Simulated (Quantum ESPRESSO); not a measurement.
# The valence band of ScAl3 as photoemission sees it

Aim: the valence spectrum of ScAl3 from He I to hard X-rays, and which orbitals make each feature.

Method: DFT, PBE, plane waves, ultrasoft GBRV pseudopotentials, scalar-relativistic, in the first sound run; inputs show where later runs differ, in Quantum ESPRESSO 7.5.

Most raw output is cut from this account.

**1. Starting point**

The structure is cubic, space group Pm-3m (No. 221). Conventional cell: a = 4.088 Å, b = 4.088 Å, c = 4.088 Å, α = 90.00°, β = 90.00°, γ = 90.00°. Nearest to Sc lie 12 Al at 2.89 Å. Nearest to Al lie 8 Al at 2.89 Å and 4 Sc at 2.89 Å. Farther neighbours are not listed.

Structure file:

```cif
data_structure
_symmetry_space_group_name_H-M 'Pm-3m'
_symmetry_Int_Tables_number 221
_cell_length_a 4.0878
_cell_length_b 4.0878
_cell_length_c 4.0878
_cell_angle_alpha 90.000
_cell_angle_beta 90.000
_cell_angle_gamma 90.000
_cell_volume 68.31
loop_
_atom_site_label
_atom_site_type_symbol
_atom_site_symmetry_multiplicity
_atom_site_Wyckoff_symbol
_atom_site_fract_x
_atom_site_fract_y
_atom_site_fract_z
_atom_site_occupancy
Sc1 Sc 1 a 0.00000 0.00000 0.00000 1
Al1 Al 3 c 0.50000 0.50000 0.00000 1
```

**2. The base run: self-consistent run**

First the self-consistent run; potential, DOS and bands follow from it in later steps.

Contents of scf.in:

```
&control
  calculation = 'scf'
  prefix = 'pes'
  outdir = './tmp'
  pseudo_dir = './pp'
  tprnfor = .true.
  tstress = .true.
/
&system
  ibrav = 0
  nat = 4
  ntyp = 2
  ecutwfc = 40.0
  ecutrho = 200.0
  occupations = 'smearing'
  nbnd = 22
  smearing = 'fd'
  degauss = 0.00367
/
&electrons
  conv_thr = 2.4e-08
  mixing_beta = 0.5
  electron_maxstep = 120
/
ATOMIC_SPECIES
Sc 44.9559 sc_pbe_v1.uspp.F.UPF
Al 26.9815 al_pbe_v1.uspp.F.UPF
CELL_PARAMETERS angstrom
 4.087806570 0.000000000 0.000000000
 0.000000000 4.087806570 0.000000000
 0.000000000 0.000000000 4.087806570
ATOMIC_POSITIONS crystal
Sc 0.000000000 0.000000000 0.000000000
Al 0.500000000 0.500000000 0.000000000
Al 0.000000000 0.500000000 0.500000000
Al 0.500000000 0.000000000 0.500000000
K_POINTS automatic
10 10 10 0 0 0
```

The run is started by

```console
$ OMP_NUM_THREADS=1 mpirun -n 4 pw.x -nk 4 -in scf.in > scf.out
```

Run time: 6.9 s. Hardware: 4 MPI ranks of Arm Neoverse V1, shared host.

Numbers from this step:

```
free energy  : -1558.9658 eV
Fermi energy : 9.226 eV
pressure     : 0.9550 GPa
```

The run ends at a pressure of 0.96 GPa.

**3. The base run: levels for the DOS**

The levels for the density of states are solved on the fixed potential, without another SCF cycle.

nscf.in, as its differences from scf.in of step 2:

```diff
@@ -1,3 +1,3 @@
 &control
-  calculation = 'scf'
+  calculation = 'nscf'
   prefix = 'pes'
@@ -5,4 +5,3 @@
   pseudo_dir = './pp'
-  tprnfor = .true.
-  tstress = .true.
+  verbosity = 'high'
 /
@@ -23,2 +22,3 @@
   electron_maxstep = 120
+  diago_full_acc = .true.
 /
@@ -37,2 +37,2 @@
 K_POINTS automatic
-10 10 10 0 0 0
+14 14 14 0 0 0
```

The run is started by

```console
$ OMP_NUM_THREADS=1 mpirun -n 4 pw.x -nk 4 -in nscf.in > nscf.out
```

The job ended after 12 s (4 MPI ranks; 46 s of CPU time).

Numbers from this step:

```
Fermi energy : 9.229 eV
```

**4. Projected DOS and spectra**

projwfc.x splits the states by atom and shell, which the spectra need, since each shell has its own cross section.

Contents of projwfc.in:

```
&projwfc
  prefix = 'pes'
  outdir = './tmp'
  filpdos = 'pes'
  ngauss = 0
  degauss = 0.00735
  DeltaE = 0.05
  Emin = -20.77
  Emax = 21.23
/
```

The run is started by

```console
$ OMP_NUM_THREADS=1 mpirun -n 4 projwfc.x -nk 4 -in projwfc.in > projwfc.out
```

Elapsed: 1.5 s, on 4 MPI ranks; 6.2 s of CPU time.

Numbers from this step:

- zero of energy: Fermi level
- share of occupied states in no projected shell: 0.0052 of the occupied states in the window
- DOS at the Fermi level: 1.254 states/eV/cell

The DOS has structure finer than the step of the table below, so its rows give means over 2 eV, whole bins alone (the curve runs from -29.5 to 6.58 eV). Peaks (eV: height): total -27.7: 31.4, 2.4: 4.54; Al 3p -2.8: 1.35, -2.2: 1.54, -1.7: 2.07, 6.5: 1.71; Sc 3d -1.7: 1.01, 2.4: 2.96, 4.0: 1.71, 6.5: 0.699; Al 3s 3.5: 0.799, 4.0: 0.763, 4.6: 0.611, 5.7: 0.615; Sc 4p -5.4: 0.273, 2.9: 0.349, 3.5: 0.311, 5.8: 0.278.

The DOS by E, zero at the Fermi level; means over each step; values in states/eV/cell:

```tsv
E (eV)	total	Al 3p	Sc 3d	Al 3s	Sc 4p	Sc 4s	Sc 3p
-28	3.00	0.0438	2.4e-4	0.00622	0.00572	4.0e-4	2.94
-26	0	0	0	0	0	0	0
-24	0	0	0	0	0	0	0
-22	0	0	0	0	0	0	0
-20	0	0	0	0	0	0	0
-18	0	0	0	0	0	0	0
-16	0	0	0	0	0	0	0
-14	0	0	0	0	0	0	0
-12	0	0	0	0	0	0	0
-10	0.175	0.0355	4.8e-4	0.0736	0.0306	0.0340	0
-8	0.714	0.260	0.0218	0.219	0.171	0.0399	0
-6	1.06	0.451	0.0756	0.318	0.160	0.0488	0
-4	1.28	0.635	0.189	0.314	0.100	0.0309	0
-2	2.13	1.25	0.581	0.166	0.0889	0.0193	0
0	1.54	0.637	0.637	0.148	0.0421	0.0250	0
2	3.21	0.670	1.74	0.277	0.198	0.185	0
4	2.71	0.742	0.941	0.579	0.209	0.0650	0
```

Simulated valence spectra by photon energy, shown to 13 eV, since a deeper line would dwarf them at some energies; the 100 % can be that line's tail at the edge; this run's widths, added to any smearing of the DOS itself: Gaussian 0.15 eV, Lorentzian 0.2 eV plus 0.05 an eV of depth. Intensity against binding energy, zero at the Fermi level; values in % of the maximum within 13 eV:

```tsv
binding energy (eV)	21.2 eV	60 eV	1486.7 eV	8047.8 eV
-1	2.43	2.42	3.44	2.11
0	35.5	33.7	21.1	13.2
1	75.6	73.3	48.4	30.6
2	72.8	75.8	65.6	43.1
3	39.6	44.5	71.7	60.6
4	27.0	30.3	74.5	71.2
5	25.4	28.7	99.9	99.9
6	13.8	17.4	74.5	75.7
7	10.3	13.3	58.3	58.9
8	7.13	9.64	57.4	58.0
9	4.28	5.85	45.8	49.2
10	1.83	2.35	21.9	23.2
11	0.583	0.748	7.62	5.67
12	-	0.454	5.96	3.37
```

Maxima picked by a test of local sharpness, so broad peaks and shoulders can be missing; peaks within 0.45 eV of a curve's cut are left out. Valence peaks, by row:

```tsv
photon energy (eV)	binding energy (eV)	height (% of the maximum within 13 eV)	main shell	its share (%)
21.2	4.649	27.78	Sc 3d	74.92
21.2	1.599	100	Sc 3d	95.23
21.2	0.4486	72.58	Sc 3d	96.57
60	27.7	11.73	Sc 3p	95.46
60	4.699	30.81	Sc 3d	57.87
60	1.599	100	Sc 3d	82.04
60	0.4486	68.98	Sc 3d	87.54
1487	27.7	1540	Sc 3p	99.89
1487	8.049	57.51	Al 3s	74.81
1487	4.949	100	Al 3s	81.86
1487	3.549	74.38	Al 3s	68.87
1487	2.849	73.67	Al 3s	60.52
1487	2.249	70.34	Al 3s	51.76
1487	1.699	71.95	Al 3s	44.82
1487	0.4986	41.37	Al 3s	45.33
8048	27.7	465.3	Sc 3p	99.71
8048	8.149	58.35	Al 3s	81.79
8048	4.999	100	Al 3s	91.4
8048	3.549	68.19	Al 3s	83.99
8048	2.899	60.9	Al 3s	82.37
8048	1.699	44.38	Al 3s	81.25
8048	0.5486	25.7	Al 3s	81.87
```

Shapes are the site's partial DOS without matrix elements, which overweights lines from ligand s bands. The intensity by emission energy less the core level's binding energy, zero at the Fermi level; read off at these points; values in % of the unpolarised maximum:

```tsv
emission energy less the core level's binding energy (eV)	Sc L-alpha	Al K-beta	Al L2,3
-29.0	0.0281	0.894	0.348
-28.0	0.0449	2.29	1.16
-27.0	0.0386	1.58	0.685
-26.0	0.0314	0.624	0.242
-25.0	0.0315	0.346	0.146
-24.0	0.0336	0.250	0.118
-23.0	0.0366	0.213	0.111
-22.0	0.0404	0.202	0.114
-21.0	0.0449	0.204	0.123
-20.0	0.0504	0.216	0.137
-19.0	0.0570	0.236	0.158
-18.0	0.0652	0.266	0.186
-17.0	0.0753	0.306	0.224
-16.0	0.0882	0.362	0.278
-15.0	0.105	0.439	0.358
-14.0	0.127	0.552	0.482
-13.0	0.158	0.726	0.698
-12.0	0.204	1.03	1.14
-11.0	0.280	1.67	2.44
-10.0	0.442	4.06	15.3
-9.0	1.05	11.4	38.0
-8.0	2.99	20.0	51.1
-7.0	6.35	26.5	49.6
-6.0	8.67	33.4	64.5
-5.0	19.1	39.0	99.3
-4.0	22.7	46.8	64.0
-3.0	36.0	73.8	52.0
-2.0	72.2	96.7	34.0
-1.7	96.1	99.0	39.8
-1.6	99.3	95.6	38.7
-1.0	76.2	61.7	27.1
0.0	36.2	25.2	9.80
1.0	2.30	4.21	0.609
```

Sums over each group's atoms; left-over states aren't shared out by site. Site centres, by row:

```tsv
group	element	shell	occupied states	centre of occupied part (eV)	centre up to the window's top (eV)
Sc1	Sc	4s	0.3576	-6.287	-0.2066
Sc1	Sc	3p	5.885	-27.72	-27.72
Sc1	Sc	4p	1.131	-5.95	-1.037
Sc1	Sc	3d	2.3	-2.234	1.594
Al2	Al	3s	2.279	-5.403	-0.6381
Al2	Al	3p	5.954	-3.832	-0.2193
```

Shapes are the site's partial DOS without matrix elements, which overweights lines from ligand s bands. Emission peaks, by row:

```tsv
line	energy (eV)	height (%)
Sc L-alpha	-4.599	21.89
Sc L-alpha	-1.599	100
Sc L-alpha	-0.4486	73.74
Al K-beta	-1.749	100
Al L2,3	-8.049	51.23
Al L2,3	-4.899	100
Al L2,3	-3.549	61.57
Al L2,3	-2.849	54.3
Al L2,3	-2.249	43.94
Al L2,3	-1.649	40.58
Al L2,3	-1.099	28.57
Al L2,3	-0.4986	23.16
```

Recipe: projected DOS times atomic cross section and asymmetry factor (linear light, 0° from the polarisation), occupied states only, Fermi edge at 300 K, a Lorentzian width of 0.2 eV growing by 0.05 eV per eV of binding energy, and a resolution of 0.15 eV. Curves are cut 10 eV under the photon energy, above any shell that the free atom's threshold puts out of reach, or at the lower edge of the window: 11.2 eV at 21.2 eV, 29.5 eV at 60 eV, 29.5 eV at 1486.7 eV and 29.5 eV at 8047.8 eV. Matrix elements of the solid and inelastic losses aren't modelled, nor non-dipole terms, which matter above 3 keV.

How the area divides among the shells (%):

```tsv
shell	21.2 eV	60 eV	1486.7 eV	8047.8 eV
Sc 4s	0.9	0.6	1.0	4.5
Sc 3p	0.0	6.7	84.3	63.4
Sc 3d	85.5	64.4	1.0	0.1
Al 3s	9.8	10.7	11.0	30.7
Al 3p	2.9	17.2	2.1	0.8
```

Cross sections used, in Mb an electron:

```tsv
shell	21.2 eV	60 eV	1486.7 eV	8047.8 eV
Sc 4s	0.085	0.041	2.0e-4	4.0e-6
Sc 3p	-	0.15	0.0015	7.2e-6
Sc 3d	3.1	1.0	5.7e-5	4.6e-8
Al 3s	0.15	0.11	3.5e-4	4.3e-6
Al 3p	0.070	0.084	4.0e-5	1.0e-7
```

At the Fermi level the DOS is 1.25 states/eV a cell, and on the broadened curves Sc 3d holds 44 % of the total there.

**5. The base run: bands**

The bands are solved at chosen points on the fixed potential.

bands.in, as its differences from nscf.in of step 3:

```diff
@@ -1,3 +1,3 @@
 &control
-  calculation = 'nscf'
+  calculation = 'bands'
   prefix = 'pes'
@@ -36,3 +36,12 @@
 Al 0.500000000 0.000000000 0.500000000
-K_POINTS automatic
-14 14 14 0 0 0
+K_POINTS crystal
+92
+ 0.00000000 0.00000000 0.00000000 1
+ 0.00000000 0.03333333 0.00000000 1
+ 0.00000000 0.06666667 0.00000000 1
+ 0.00000000 0.10000000 0.00000000 1
+ 0.00000000 0.13333333 0.00000000 1
+ 0.00000000 0.16666667 0.00000000 1
+ ! [... 84 more points ...]
+ 0.50000000 0.50000000 0.03333333 1
+ 0.50000000 0.50000000 0.00000000 1
```

The run is started by

```console
$ OMP_NUM_THREADS=1 mpirun -n 4 pw.x -nk 4 -in bands.in > bands.out
```

Run time: 9.5 s. Hardware: 4 MPI ranks; 38 s of CPU time.

The electronic bands at the labelled points (eV, zero at the Fermi level; # counts the bands kept):

```tsv
point	#3	#4	#5	#6	#7	#8	#9	#10
Γ	-2.63	-1.85	-1.85	-1.85	1.28	1.31	1.31	1.31
0.47 of the way	-2.25	-1.80	-1.80	-0.44	1.09	1.09	1.44	2.54
X	-1.74	-1.74	-1.49	0.81	0.98	0.98	1.36	1.64
0.53 of the way	-4.02	-2.79	-1.26	-0.14	1.05	1.31	2.31	2.52
M	-5.67	-4.39	-0.55	-0.55	1.19	1.36	2.08	2.49
0.47 of the way	-4.74	-1.69	-1.50	0.07	0.10	1.27	2.65	2.70
Γ	-2.63	-1.85	-1.85	-1.85	1.28	1.31	1.31	1.31
0.47 of the way	-4.38	-3.69	-1.07	-1.07	1.39	1.76	1.76	2.12
R	-4.82	-4.52	-3.00	-3.00	-3.00	0.98	2.60	2.60
0.47 of the way	-3.93	-3.00	-2.56	-2.08	-0.28	2.21	2.51	2.67
X	-1.74	-1.74	-1.49	0.81	0.98	0.98	1.36	1.64
jump to R	-4.82	-4.52	-3.00	-3.00	-3.00	0.98	2.60	2.60
0.47 of the way	-5.31	-3.75	-2.28	-1.95	-1.95	1.94	2.55	3.15
M	-5.67	-4.39	-0.55	-0.55	1.19	1.36	2.08	2.49
```

Of the bands kept, 2 cross the Fermi level on this path.

**6. With PBEsol: self-consistent run**

This step: DFT, PBEsol, plane waves, ultrasoft GBRV pseudopotentials, scalar-relativistic (Quantum ESPRESSO 7.5).

The run is repeated with PBEsol on the same cell, to see how much the levels hang on the functional.

Changes to scf.in since step 2:

```diff
@@ -25,4 +25,4 @@
 ATOMIC_SPECIES
-Sc 44.9559 sc_pbe_v1.uspp.F.UPF
-Al 26.9815 al_pbe_v1.uspp.F.UPF
+Sc 44.9559 sc_pbesol_v1.uspp.F.UPF
+Al 26.9815 al_pbesol_v1.uspp.F.UPF
 CELL_PARAMETERS angstrom
```

The run is started by

```console
$ OMP_NUM_THREADS=1 mpirun -n 4 pw.x -nk 4 -in scf.in > scf.out
```

The job ended after 6.9 s (4 MPI ranks).

This step gave:

| Item | Value |
| --- | --- |
| free energy | -1556.1666 eV |
| Fermi energy | 9.142 eV |
| pressure | -1.327 GPa |

For the pressure, step 2 gave 0.955 GPa; this run, with PBEsol ultrasoft GBRV and potentials gbrv-PBEsol-1.5, gives -1.33 GPa.

**7. With PBEsol: levels for the DOS**

Changes to nscf.in since step 3:

```diff
@@ -25,4 +25,4 @@
 ATOMIC_SPECIES
-Sc 44.9559 sc_pbe_v1.uspp.F.UPF
-Al 26.9815 al_pbe_v1.uspp.F.UPF
+Sc 44.9559 sc_pbesol_v1.uspp.F.UPF
+Al 26.9815 al_pbesol_v1.uspp.F.UPF
 CELL_PARAMETERS angstrom
```

The run is started by

```console
$ OMP_NUM_THREADS=1 mpirun -n 4 pw.x -nk 4 -in nscf.in > nscf.out
```

The job ended after 12 s (4 MPI ranks; 46 s of CPU time).

This step gave:

- Fermi energy: 9.145 eV

**8. Projected DOS and spectra**

Changes to projwfc.in since step 4:

```diff
@@ -7,4 +7,4 @@
   DeltaE = 0.05
-  Emin = -20.77
-  Emax = 21.23
+  Emin = -20.85
+  Emax = 21.15
 /
```

The run is started by

```console
$ OMP_NUM_THREADS=1 mpirun -n 4 projwfc.x -nk 4 -in projwfc.in > projwfc.out
```

The job ended after 1.5 s (4 MPI ranks).

This step gave:

```
share of occupied states in no projected shell : 0.005 of the occupied states in the window
DOS at the Fermi level                         : 1.264 states/eV/cell
```

Simulated valence spectra by photon energy, shown to 13 eV, since a deeper line would dwarf them at some energies; the 100 % can be that line's tail at the edge; this run's widths, added to any smearing of the DOS itself: Gaussian 0.2 eV, Lorentzian 0.05 eV plus 0.03 an eV of depth. Intensity against binding energy, zero at the Fermi level; values in % of the maximum within 13 eV:

```tsv
binding energy (eV)	21.2 eV	100 eV	1486.7 eV	5414.7 eV	5950 eV
-1	0.678	0.749	1.60	1.07	1.05
0	29.6	27.8	21.6	12.9	12.6
1	68.7	66.0	54.9	33.1	32.5
2	63.3	66.4	70.5	44.2	43.3
3	33.1	39.1	73.3	60.5	60.1
4	21.7	26.3	71.3	67.5	67.4
5	20.3	26.1	99.4	99.5	99.5
6	9.58	15.1	69.6	70.8	70.9
7	7.76	12.2	55.1	55.7	55.7
8	4.60	9.05	56.6	57.9	57.9
9	2.25	5.25	43.3	47.6	47.8
10	0.726	1.74	17.2	19.3	19.4
11	0.173	0.468	4.03	3.26	3.21
12	-	0.363	3.34	2.30	2.23
```

Maxima picked by a test of local sharpness, so broad peaks and shoulders can be missing; peaks within 0.45 eV of a curve's cut are left out. Valence peaks, by row, the first 40 of 49 rows:

```tsv
photon energy (eV)	binding energy (eV)	height (% of the maximum within 13 eV)	main shell	its share (%)
21.2	4.645	23.36	Sc 3d	82.91
21.2	4.095	21.9	Sc 3d	84.98
21.2	3.445	27.72	Sc 3d	86.25
21.2	2.745	40.72	Sc 3d	89.33
21.2	2.145	62.79	Sc 3d	92.77
21.2	1.595	100	Sc 3d	95.27
21.2	0.4451	69.13	Sc 3d	96.87
100	27.6	234.3	Sc 3p	99.63
100	6.845	12.81	Sc 3d	36.99
100	4.695	28.73	Sc 3d	56.33
100	4.095	26.51	Sc 3d	58.88
100	3.445	33.66	Sc 3d	59.56
100	2.745	47	Sc 3d	64.9
100	2.145	66.96	Sc 3d	72.95
100	1.645	100	Sc 3d	79.52
100	0.4451	64.88	Sc 3d	86.55
1487	27.6	2929	Sc 3p	99.9
1487	8.095	57.04	Al 3s	72.76
1487	6.845	57.19	Al 3s	69.84
1487	5.295	99.21	Al 3s	76.86
1487	4.895	100	Al 3s	79.09
1487	3.495	77.15	Al 3s	61.9
1487	2.845	80.06	Al 3s	52.49
1487	2.195	80.25	Al 3s	41.6
1487	1.695	89.77	Al 3p	35.05
1487	1.145	58.48	Al 3s	36.13
1487	0.4951	48.65	Al 3s	35.22
5415	27.6	1610	Sc 3p	99.85
5415	8.145	58.85	Al 3s	79.7
5415	6.845	58.06	Al 3s	77.94
5415	5.295	99.63	Al 3s	86.71
5415	4.895	100	Al 3s	89.61
5415	3.495	69.07	Al 3s	78.33
5415	2.845	64.05	Al 3s	74.34
5415	2.245	54.98	Al 3s	69.07
5415	1.695	52.7	Al 3s	65.89
5415	1.095	34.73	Al 3s	69.89
5415	0.4951	28.27	Al 3s	68.68
5950	27.6	1524	Sc 3p	99.85
5950	8.145	58.92	Al 3s	79.91
```

Spectra as before, but with a recipe of its own (widths, and in some runs the light), which changes peak heights and what is resolved: Gaussian 0.2 eV, Lorentzian 0.05 eV plus 0.03 times the binding energy, unpolarised light, analyser at 60°, Fermi edge at 300 K; some photon energies differ too.

Side by side:

```tsv
quantity	this run	base run	difference
DOS at the Fermi level (states/eV/cell)	1.2643	1.2537	0.0106
```

**9. With PBEsol: bands**

Changes to bands.in since step 5:

```diff
@@ -25,4 +25,4 @@
 ATOMIC_SPECIES
-Sc 44.9559 sc_pbe_v1.uspp.F.UPF
-Al 26.9815 al_pbe_v1.uspp.F.UPF
+Sc 44.9559 sc_pbesol_v1.uspp.F.UPF
+Al 26.9815 al_pbesol_v1.uspp.F.UPF
 CELL_PARAMETERS angstrom
```

The run is started by

```console
$ OMP_NUM_THREADS=1 mpirun -n 4 pw.x -nk 4 -in bands.in > bands.out
```

Wall time 9.3 s (4 MPI ranks); 37 s of CPU time.

Electronic bands along the path, in eV, zero at the Fermi level; # counts the bands kept:

```tsv
point	#3	#4	#5	#6	#7	#8	#9	#10
Γ	-2.63	-1.84	-1.84	-1.84	1.25	1.30	1.30	1.30
0.47 of the way	-2.25	-1.78	-1.78	-0.45	1.09	1.09	1.44	2.54
X	-1.73	-1.73	-1.49	0.82	1.00	1.00	1.35	1.63
0.53 of the way	-4.00	-2.79	-1.25	-0.14	1.04	1.31	2.29	2.53
M	-5.65	-4.39	-0.55	-0.55	1.20	1.35	2.06	2.48
0.47 of the way	-4.74	-1.69	-1.49	0.07	0.10	1.26	2.65	2.70
Γ	-2.63	-1.84	-1.84	-1.84	1.25	1.30	1.30	1.30
0.47 of the way	-4.36	-3.69	-1.07	-1.07	1.38	1.76	1.76	2.11
R	-4.81	-4.51	-2.98	-2.98	-2.98	0.94	2.59	2.59
0.47 of the way	-3.92	-2.99	-2.55	-2.08	-0.28	2.19	2.51	2.66
X	-1.73	-1.73	-1.49	0.82	1.00	1.00	1.35	1.63
jump to R	-4.81	-4.51	-2.98	-2.98	-2.98	0.94	2.59	2.59
0.47 of the way	-5.29	-3.75	-2.27	-1.94	-1.94	1.91	2.54	3.14
M	-5.65	-4.39	-0.55	-0.55	1.20	1.35	2.06	2.48
```

Of the bands kept, 2 cross the Fermi level on this path.

**10. Another volume: self-consistent run**

This step: DFT, PBE, plane waves, ultrasoft GBRV pseudopotentials, scalar-relativistic (Quantum ESPRESSO 7.5).

A changed volume shows how band widths and levels follow the bond length.

The cell differs from the one that the last finished run ended in (a 4.088 → 4.033 Å, b 4.088 → 4.033 Å, c 4.088 → 4.033 Å).

Changes to scf.in since step 6:

```diff
@@ -25,8 +25,8 @@
 ATOMIC_SPECIES
-Sc 44.9559 sc_pbesol_v1.uspp.F.UPF
-Al 26.9815 al_pbesol_v1.uspp.F.UPF
+Sc 44.9559 sc_pbe_v1.uspp.F.UPF
+Al 26.9815 al_pbe_v1.uspp.F.UPF
 CELL_PARAMETERS angstrom
- 4.087806570 0.000000000 0.000000000
- 0.000000000 4.087806570 0.000000000
- 0.000000000 0.000000000 4.087806570
+ 4.032559168 0.000000000 0.000000000
+ 0.000000000 4.032559168 0.000000000
+ 0.000000000 0.000000000 4.032559168
 ATOMIC_POSITIONS crystal
```

The run is started by

```console
$ OMP_NUM_THREADS=1 mpirun -n 4 pw.x -nk 4 -in scf.in > scf.out
```

Wall time 6.8 s (4 MPI ranks).

This step gave:

```yaml
free_energy: -1558.9154 eV
fermi_energy: 9.681 eV
pressure: 4.974 GPa
```

Between step 2 and this run (scale 0.96) the value for the pressure moves from 0.955 GPa to 4.97 GPa (+421 %).

**11. Another volume: levels for the DOS**

Changes to nscf.in since step 7:

```diff
@@ -25,8 +25,8 @@
 ATOMIC_SPECIES
-Sc 44.9559 sc_pbesol_v1.uspp.F.UPF
-Al 26.9815 al_pbesol_v1.uspp.F.UPF
+Sc 44.9559 sc_pbe_v1.uspp.F.UPF
+Al 26.9815 al_pbe_v1.uspp.F.UPF
 CELL_PARAMETERS angstrom
- 4.087806570 0.000000000 0.000000000
- 0.000000000 4.087806570 0.000000000
- 0.000000000 0.000000000 4.087806570
+ 4.032559168 0.000000000 0.000000000
+ 0.000000000 4.032559168 0.000000000
+ 0.000000000 0.000000000 4.032559168
 ATOMIC_POSITIONS crystal
```

The run is started by

```console
$ OMP_NUM_THREADS=1 mpirun -n 4 pw.x -nk 4 -in nscf.in > nscf.out
```

It took 11 s on 4 MPI ranks.

This step gave:

```yaml
fermi_energy: 9.682 eV
```

**12. Projected DOS and spectra**

Changes to projwfc.in since step 8:

```diff
@@ -7,4 +7,4 @@
   DeltaE = 0.05
-  Emin = -20.85
-  Emax = 21.15
+  Emin = -20.32
+  Emax = 21.68
 /
```

The run is started by

```console
$ OMP_NUM_THREADS=1 mpirun -n 4 projwfc.x -nk 4 -in projwfc.in > projwfc.out
```

It took 1.5 s on 4 MPI ranks; 6.1 s of CPU time.

Numbers from this step:

| Quantity | Value |
| --- | --- |
| share of occupied states in no projected shell | 0.0053 of the occupied states in the window |
| DOS at the Fermi level | 1.220 states/eV/cell |

Side by side:

```tsv
quantity	this run	base run	difference
DOS at the Fermi level (states/eV/cell)	1.2202	1.2537	-0.0335
```

**13. Another volume: bands**

Changes to bands.in since step 9:

```diff
@@ -25,8 +25,8 @@
 ATOMIC_SPECIES
-Sc 44.9559 sc_pbesol_v1.uspp.F.UPF
-Al 26.9815 al_pbesol_v1.uspp.F.UPF
+Sc 44.9559 sc_pbe_v1.uspp.F.UPF
+Al 26.9815 al_pbe_v1.uspp.F.UPF
 CELL_PARAMETERS angstrom
- 4.087806570 0.000000000 0.000000000
- 0.000000000 4.087806570 0.000000000
- 0.000000000 0.000000000 4.087806570
+ 4.032559168 0.000000000 0.000000000
+ 0.000000000 4.032559168 0.000000000
+ 0.000000000 0.000000000 4.032559168
 ATOMIC_POSITIONS crystal
```

The run is started by

```console
$ OMP_NUM_THREADS=1 mpirun -n 4 pw.x -nk 4 -in bands.in > bands.out
```

It took 9.6 s on 4 MPI ranks; 38 s of CPU time.

Electronic bands along the path, in eV, zero at the Fermi level; # counts the bands kept:

```tsv
point	#3	#4	#5	#6	#7	#8	#9	#10
Γ	-2.68	-1.88	-1.88	-1.88	1.28	1.33	1.33	1.33
0.53 of the way	-2.20	-1.83	-1.83	-0.23	1.09	1.09	1.51	2.42
X	-1.81	-1.81	-1.57	1.04	1.04	1.04	1.36	1.68
0.47 of the way	-3.74	-2.58	-1.42	-0.02	1.00	1.35	2.38	2.77
M	-5.74	-4.50	-0.58	-0.58	1.20	1.41	2.17	2.60
0.47 of the way	-4.85	-1.76	-1.55	0.09	0.13	1.29	2.75	2.81
Γ	-2.68	-1.88	-1.88	-1.88	1.28	1.33	1.33	1.33
0.47 of the way	-4.43	-3.80	-1.12	-1.12	1.43	1.82	1.82	2.21
R	-4.89	-4.68	-3.04	-3.04	-3.04	1.08	2.71	2.71
0.53 of the way	-3.72	-2.90	-2.48	-1.76	0.29	2.33	2.47	2.75
X	-1.81	-1.81	-1.57	1.04	1.04	1.04	1.36	1.68
jump to R	-4.89	-4.68	-3.04	-3.04	-3.04	1.08	2.71	2.71
0.47 of the way	-5.37	-3.83	-2.34	-1.99	-1.99	2.04	2.66	3.30
M	-5.74	-4.50	-0.58	-0.58	1.20	1.41	2.17	2.60
```

Of the bands kept, 2 cross the Fermi level on this path.

[end of part 1 of 2]

[Logs are printed without paths, hosts, clocks, repeated set-up lines and the standing remarks that a program may print on its own settings, such as how far it seeks lower states.]

[Hosts, paths, dates, database ids (printed as entryN), source tags and the programs' standing remarks are cut or masked in the printed files.]

[Maps of the electrostatic potential energy from Ansatz leave out the sawtooth potential of an applied field or a dipole correction, so their vacuum need not be flat; work functions include it.]

[Peak lists hold at most the 14 tallest peaks of each spectrum; further lines can be left out.]
